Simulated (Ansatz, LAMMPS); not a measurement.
# Gap against volume in glassy Na2MgSi3O8 (112 atoms)

Density of this cell: 2.51 g/cm³. The cell holds 112 atoms: 8 Mg, 16 Na, 64 O and 24 Si. Cell: a = 11.841 Å, b = 11.065 Å, c = 11.425 Å, α = 88.2°, β = 89.7°, γ = 87.4°. The starting structure: 112 atoms (8 Mg, 16 Na, 64 O, 24 Si) placed at random at 2.58 g/cm³, melted at 4500 K for 20 ps at fixed volume with the Morse and Coulomb pair potential with partial charges (Pedone, Malavasi, Menziani, Cormack and Segre, J. Phys. Chem. B 110, 11780 (2006)). Quenched from 4500 K to 300 K at 10 K/ps and fixed volume, held 20 ps at zero pressure.

Calculated with Ansatz 0.2.0: Kohn-Sham DFT, PBE, PAW (set soft_2), plane waves; cutoff 420 eV, Γ point, fermi-dirac smearing of 0.05 eV. The relaxed cell was scaled evenly and the atoms were relaxed at each volume. The gap is that between the highest filled and the lowest empty Kohn-Sham level on the run's k-points.

| volume (Å³/atom) | gap (eV) |
| --- | --- |
| 12.011 | 2.831 |
| 12.545 | 2.532 |
| 12.945 | ? |
| 13.345 | 2.456 |
| 13.746 | 2.365 |
| 14.146 | 2.349 |

Task: Fit a straight line in ln V to the rows given and interpolate to the withheld row.

Worked fit:

A volume deformation potential makes the spacing linear in u = ln(V/V0), with V0 = 13.345 Å³ the relaxed volume; v is the spacing.

```
u = ln(V/V0)  v (eV)
   -0.105361  2.8314
  -0.0618755  2.5322
           0  2.4556
   0.0295588  2.3652
   0.0582694  2.3495
```

With n = 5: mean u = -0.0158816, mean v = 2.50678, Σ(u − ū)² = 0.017937, Σ(u − ū)(v − v̄) = -0.049125. Slope b = -0.049125 / 0.017937 = -2.7387; intercept a = v̄ − b ū = 2.4633.

At the withheld volume u = -0.03046, and v = a + b u.

Prediction at 12.945: 2.547 eV. The run gave 2.556 eV, so the fit is low by 0.0095 eV (0.37 % of the value).

The rows follow a line only loosely (correlation 0.94 in size over all rows, under the 0.97 asked here), so the slope of -2.74 eV is a mean trend and no deformation potential. Among the rows given, the largest miss of the fit is at 12.545, by 0.10 eV (21 % of the range of the table).

Limits: The table spans 16 % in volume, wide for a linear law. Semilocal functionals tend to put gaps under measured ones. Only the Γ point is sampled. Atoms move by up to 0.9 Å in these relaxations, so the structure changes along the series. Defect or tail levels can set the spacing of a disordered cell.

[Logs are printed without paths, hosts, clocks, repeated set-up lines and the standing remarks that a program may print on its own settings, such as how far it seeks lower states.]

[Hosts, paths, dates, database ids (printed as entryN), source tags and the programs' standing remarks are cut or masked in the printed files.]
